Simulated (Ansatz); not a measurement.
# EuSn2Pb2: relaxing a made-up structure, part 2 of 2

Starting from a made-up structure for EuSn2Pb2, the aim is the relaxed cell, its shortest contacts and, where a second run follows, its electronic structure.

Ansatz 0.2.0; DFT, PBEsol, plane-wave PAW, default files, scalar-relativistic, ferromagnetic start, cell and ions relaxed at zero pressure (the session's first sound run).

So far: The structure; Relaxation of the guess. The relaxed cell has a = 4.671, c = 14.522 Å (conventional setting).

### Step 3. Bands of the relaxed cell

A second self-consistent run takes a narrower smearing and the mesh shown in its input; the bands follow along the standard path of the relaxed lattice.

This step: DFT, PBEsol, plane-wave PAW, default files, scalar-relativistic, ferromagnetic start, bands and density of states at the relaxed cell (Ansatz 0.2.0).

Contents of input.yaml:

```yaml
crystal:
  lattice:
    - [-2.3354717119, 2.3354717119, 7.2612062498]
    - [2.3354717119, -2.3354717119, 7.2612062498]
    - [2.3354717119, 2.3354717119, -7.2612062498]
  atoms:
    - { symbol: Pb, position: [0.25, 0.75, 0.5] }
    - { symbol: Pb, position: [0.75, 0.25, 0.5] }
    - { symbol: Eu, position: [0.0, 0.0, 0.0], spin: 6.9 }
    - { symbol: Sn, position: [0.5966759868, 0.5966759868, 0.0] }
    - { symbol: Sn, position: [0.4033240132, 0.4033240132, 0.0] }
magnetization:
  spin_polarized: true
kpoints:
  mp_grid: { grid: [10, 10, 10] }
  band_path:
    path:
      - [[0.0, 0.0, 0.0], [-0.5, 0.5, 0.0], [-0.5, 0.5, -0.05172514], [-0.27586257, 0.27586257, -0.27586257], [0.0, 0.0, 0.0], [0.5, 0.5, -0.5], [0.27586257, 0.72413743, -0.72413743], [0.0, 0.5, -0.5], [-0.25, 0.75, -0.25], [0.05172514, 0.94827486, -0.5], [0.5, 0.5, -0.5]]
      - [[-0.5, 0.5, 0.0], [-0.25, 0.75, -0.25]]
    npoints: 7
scf:
  occupations: { method: fermi_dirac, width: 0.03 }
  n_extra_bands: 13
hamiltonian:
  xc: pbesol
  pseudopotentials: { kind: paw }
output:
  forces: true
  stress: true
  write_bands: true
  dos: { projected: true }
  write_density: true
  write_potential: true
  elf: true
  volumetric_format: npy
```

Launch:

```
$ ansatz run input.yaml --threads 4 --pin off --max-ram 10240MiB --backend cpu --events-out ev --progress --plain --runs-dir out
```

Numbers of over 12 decimals in the logs are rounded to 6 here.

What it wrote:

```text
basis.fft_grid_basis auto: the FFT boxes are laid along the combinations [[1, -1, 0], [0, 1, 0], [1, 0, 1]] of the cell's own vectors, 6.606, 7.977 and 4.671 Å long. The dense box has 45×54×32 points. Along the cell's own vectors, as sized, it would have 54×54×54, 2.02 times as many. Of the 16 symmetry operations that the crystal satisfies within crystal.symmetry.tolerance (time reversal apart; of a slab, those that  [...]
Eu: projections on atomic orbitals take those of the free atom [Kr 4d10] 4f7 5s2 5p6 5d0 6s2, of charge +0.00 (hamiltonian.pseudopotentials.projection_atoms); the dataset's partial waves leave at most 1.0e-3 of an orbital's norm unspanned inside its sphere
[...]
Crystal: 5 atoms, lattice volume = 158.423 Å³
Basis set: ecut = 420 eV, 3097 PW (Γ), FFT grids on a1−a2, a2, a1+a3, exchange–correlation on 90×108×64 points (8 copies of the dense FFT grid, shifted against one another)
Bands: 50, of which v1, the nominal top of the filled ones, is band 37 counted from 1 (36 counted from 0)
Symmetry: 16 space group operations
[...]
k-points: 102 of 1000
[...]
Starting moments: Σ|m| = 6.9 μB on 1 of 5 sites
[...]
SCF iter  12: F=-44074.881915 eV  HF=-44074.881915 eV  |F-HF|=2.97e-8  |Δ(HF+E_count)|=   2.28e-8  Δρ=3.98e-6 (↑3.98e-6 ↓6.23e-7)  dr2=3.13e-8  dr2_m=5.60e-9  M=7.035 μB ∫|m|=7.123 μB  ethr=4.68e-11  ⟨swp⟩=13.9  Hψ=82143  notcnv=0
SCF 1 converged in 12 iterations: F = -44074.881915 eV  dr2 = 3.13e-8
[...]
NSCF: frozen V_eff on 79 k-points
SCF converged after 12 iterations
Magnetization: 7.0352 μB (40.0176 up, 32.9824 down)
Absolute magnetization: 7.1215 μB (∫|ρ↑−ρ↓|, with the PAW one-centre terms)
[...]
Per-site moments (μB) at R_I (Å): [(-0.00327066, 1.331061), (-0.00327066, 1.331061), (6.888328, 1.480409), (-0.00599992, 1.158274), (-0.00599992, 1.158274)]
Free energy (F): -44074.881915 eV
[...]
Internal energy: -44074.872881 eV  (E = F + TS)
E sigma→0 (E₀):  -44074.877398 eV
Entropy (-TS):   -0.009034 eV (-1.807 meV/atom)
Fermi energy:    10.082641 eV
[...]
--- Forces (eV/Å), atoms counted from 1 ---
  atom   1  Pb     0.00000000    -0.00000000     0.00000000
  atom   2  Pb    -0.00000000     0.00000000    -0.00000000
  atom   3  Eu     0.00000000     0.00000000    -0.00000000
  atom   4  Sn     0.00000000     0.00000000     0.01400525
  atom   5  Sn    -0.00000000    -0.00000000    -0.01400525
  max |Σ_I F_I| component: 1.39e-17 eV/Å
--- Stress (GPa, compression-positive) ---
        0.002179       0.000000      -0.000000
        0.000000       0.002179       0.000000
       -0.000000       0.000000       0.108885
  P = ⅓ Tr σ = 0.0377 GPa (0.377 kbar)
--- Band table (eV; the first three rows and the last of 204) ---
  k-point 0 ↑: bands = [... 33 lower, 9.7343, 9.7458, 9.7458, 9.7581, 10.0052, 10.1689, 10.1689, 10.3846, ... 9 higher]
  k-point 1 ↑: bands = [... 33 lower, 9.7315, 9.7328, 9.7339, 9.7522, 9.7722, 9.8475, 10.5678, 11.0830, ... 9 higher]
  k-point 2 ↑: bands = [... 33 lower, 9.7181, 9.7266, 9.7307, 9.7533, 9.7549, 9.8107, 9.9638, 10.8232, ... 9 higher]
  k-point 101 ↓: bands = [... 33 lower, 10.6749, 11.2356, 11.3762, 11.3762, 11.5569, 13.4612, 13.6230, 13.7053, ... 9 higher]
```

It took 32 s on 4 threads of Intel Xeon Platinum 8488C (Sapphire Rapids), shared host; peak memory 1.4 GiB.

This step gave:

- free energy: -44074.8819 eV
- energy at zero smearing: -44074.8774 eV
- smearing term TS: 0.009034 eV
- Fermi energy: 10.08 eV
- magnetization: 7.035 μB
- absolute magnetization: 7.122 μB
- site moments: -0.003271, -0.003271, 6.888, -0.006000, -0.006000 μB
- pressure: 0.03775 GPa

bands.tsv at the labelled points (eV, zero at the Fermi level; the bands that come nearest the Fermi level along the path):

```
point  band_37_up  band_38_up  band_39_up  band_40_up  band_41_up  band_31_dn  band_32_dn  band_33_dn
    Γ       -0.08        0.09        0.09        0.30        0.81       -0.27        0.25        0.39
    X       -0.32       -0.31       -0.27       -0.08        0.00       -2.11       -0.95        0.20
    Y       -0.32       -0.31       -0.29        0.04        0.09       -2.08       -0.94        0.28
    S       -0.30       -0.29       -0.10        0.21        0.59       -1.10        0.04        0.06
    Γ       -0.08        0.09        0.09        0.30        0.81       -0.27        0.25        0.39
    Z       -0.30        0.33        0.38        0.38        0.60        0.56        0.59        0.59
   S1       -0.30       -0.29       -0.10        0.21        0.59       -1.10        0.04        0.06
    N       -0.30       -0.29       -0.06       -0.02        0.88       -0.55       -0.27        0.09
    P       -0.32       -0.32       -0.31       -0.29        0.63       -2.24       -0.42       -0.42
   Y1       -0.32       -0.31       -0.29        0.04        0.09       -2.08       -0.94        0.28
    Z       -0.30        0.33        0.38        0.38        0.60        0.56        0.59        0.59
    X       -0.32       -0.31       -0.27       -0.08        0.00       -2.11       -0.95        0.20
    P       -0.32       -0.32       -0.31       -0.29        0.63       -2.24       -0.42       -0.42
```

Counts of states for the cell as run, both spins, by energy window (eV from the Fermi level):

```csv
from,to,total
-8,-7,1.99
-7,-6,0.90
-6,-5,1.16
-5,-4,0.28
-4,-3,1.43
-3,-2,3.05
-2,-1,2.78
-1,0,9.67
0,1,2.78
1,2,3.24
2,3,4.60
```

Below -8 eV lie 51.7 more states.

Spin density in the ab plane of the cell as run, not the conventional one, at fractional z = 0.000, with atoms of Eu and Sn within 0.2 Å of it.

Ten even steps from '_' (0 e/Å³) to '@' (13 e/Å³), each cell a mean:
```
@@++..____________________________________--
::--..______________________________________
____________________________________________
____________________________________________
____________________________________________
____________________________________________
____________________________________________
____________________________________________
____________________________________________
____________________________________________
____________________________________________
____________________________________________
____________________________________________
____________________________________________
____________________________________________
____________________________________________
____________________________________________
____________________________________________
____________________________________________
________________________________________....
::______________________________________--++
@@::____________________________________::@@
```
Columns run along a (8.0 Å), rows up along b (8.0 Å). Atoms in or near the plane, at fractional coordinates: Eu at (0.00, 0.00), Sn at (0.60, 0.60), Sn at (0.40, 0.40).

Valence density in the ab plane of the cell as run, not the conventional one, at fractional z = 0.000, with atoms of Eu and Sn within 0.2 Å of it. It is the smooth field of the valence electrons, not physical close to the nuclei.

Ten steps, logarithmic in the rise over the least value, from '0' (0 e/Å³) to '9' (14 e/Å³), each cell a mean:
```
9963100000111000000258
7874200000111100000035
4664210001111000000002
1333210011111000000000
0111110112221100000000
0000000112343210000000
0000011112566531000000
0000111112479853100000
0001122212369985210010
1101123322247996311111
1111135653224676421111
1111135887422345321111
1111124899732222221100
0000012589852111111000
0000001358863211110000
0000000124553211000000
0000000012332211011100
0000000001111110012221
2000000001111100013443
5200000001110000013676
8520000001111000013689
9852000001111000001479
```
Columns run along a (8.0 Å), rows up along b (8.0 Å). Atoms in or near the plane, at fractional coordinates: Eu at (0.00, 0.00), Sn at (0.60, 0.60), Sn at (0.40, 0.40).

ELF of down spins in the ab plane of the cell as run, not the conventional one, at fractional z = 0.000, with atoms of Eu and Sn within 0.2 Å of it. It is the smooth field of the valence electrons, not physical close to the nuclei.

Values, 12 rows by 16 columns, each cell a mean:
```
0.45 0.76 0.74 0.15 0.12 0.22 0.23 0.23 0.23 0.21 0.17 0.12 0.06 0.06 0.52 0.78
0.68 0.81 0.75 0.28 0.14 0.40 0.43 0.35 0.28 0.22 0.17 0.12 0.08 0.05 0.04 0.31
0.08 0.20 0.24 0.14 0.16 0.44 0.46 0.38 0.35 0.31 0.22 0.13 0.09 0.08 0.07 0.05
0.15 0.22 0.28 0.30 0.32 0.42 0.41 0.31 0.18 0.22 0.31 0.25 0.15 0.13 0.13 0.13
0.19 0.28 0.47 0.49 0.43 0.41 0.41 0.33 0.12 0.01 0.11 0.30 0.29 0.20 0.19 0.19
0.23 0.24 0.36 0.39 0.32 0.26 0.31 0.37 0.32 0.15 0.07 0.22 0.34 0.32 0.23 0.23
0.22 0.22 0.25 0.34 0.30 0.07 0.05 0.21 0.35 0.37 0.32 0.33 0.38 0.43 0.29 0.22
0.18 0.18 0.18 0.22 0.31 0.25 0.06 0.04 0.26 0.38 0.43 0.43 0.48 0.49 0.36 0.20
0.11 0.11 0.11 0.12 0.18 0.28 0.30 0.24 0.29 0.38 0.45 0.30 0.22 0.20 0.18 0.13
0.06 0.05 0.07 0.08 0.11 0.17 0.26 0.34 0.38 0.45 0.50 0.24 0.13 0.33 0.39 0.23
0.64 0.20 0.03 0.06 0.11 0.15 0.20 0.24 0.28 0.35 0.39 0.21 0.14 0.67 0.85 0.81
0.50 0.79 0.27 0.04 0.10 0.15 0.20 0.23 0.23 0.21 0.20 0.15 0.06 0.45 0.85 0.40
```
Columns run along a (8.0 Å), rows up along b (8.0 Å). Atoms in or near the plane, at fractional coordinates: Eu at (0.00, 0.00), Sn at (0.60, 0.60), Sn at (0.40, 0.40).

### Step 4. Outcome

```yaml
space_group_relaxed: I4/mmm
conventional_cell: a = 4.671, b = 4.671, c = 14.522 Å; α = 90.0°, β = 90.0°, γ = 90.0°
volume_per_atom: 31.68 Å³ (guess 29.42)
total_moment: 7.06 μB in the cell of 5 atoms
```

**Reading.** EuSn2Pb2 relaxes to I4/mmm with a = 4.671, b = 4.671 and c = 14.522 Å. The guessed volume was 7 % too small. The space group I4/mmm was held in the relaxation, so the end point is a stationary structure within it and may be a saddle against distortions or other arrangements. The input starts from parallel moments, and no other start was typed. The f shell may be open and has no Hubbard U, so its place in energy and the volume are uncertain. Bands cross the Fermi level, so it is a metal or semimetal at this level. On the 10×10×10 mesh with the narrower smearing (relaxed on 8×8×8) the largest force component is 0.014 eV/Å and the largest stress component is 0.109 GPa, against the relaxation's thresholds of 0.015 eV/Å and 0.05 GPa. The cutoff wasn't tested. A vector of the cell changed its length by 15 %, more than the volume shows. Spin-orbit coupling is left out, which can matter for elements this heavy. No dispersion term is used, so weakly bound directions may come out too long. Nothing here tests whether the compound is stable against decomposition.

[Logs are printed without paths, hosts, clocks, repeated set-up lines and the standing remarks that a program may print on its own settings, such as how far it seeks lower states.]

[Hosts, paths, dates, database ids (printed as entryN), source tags and the programs' standing remarks are cut or masked in the printed files.]
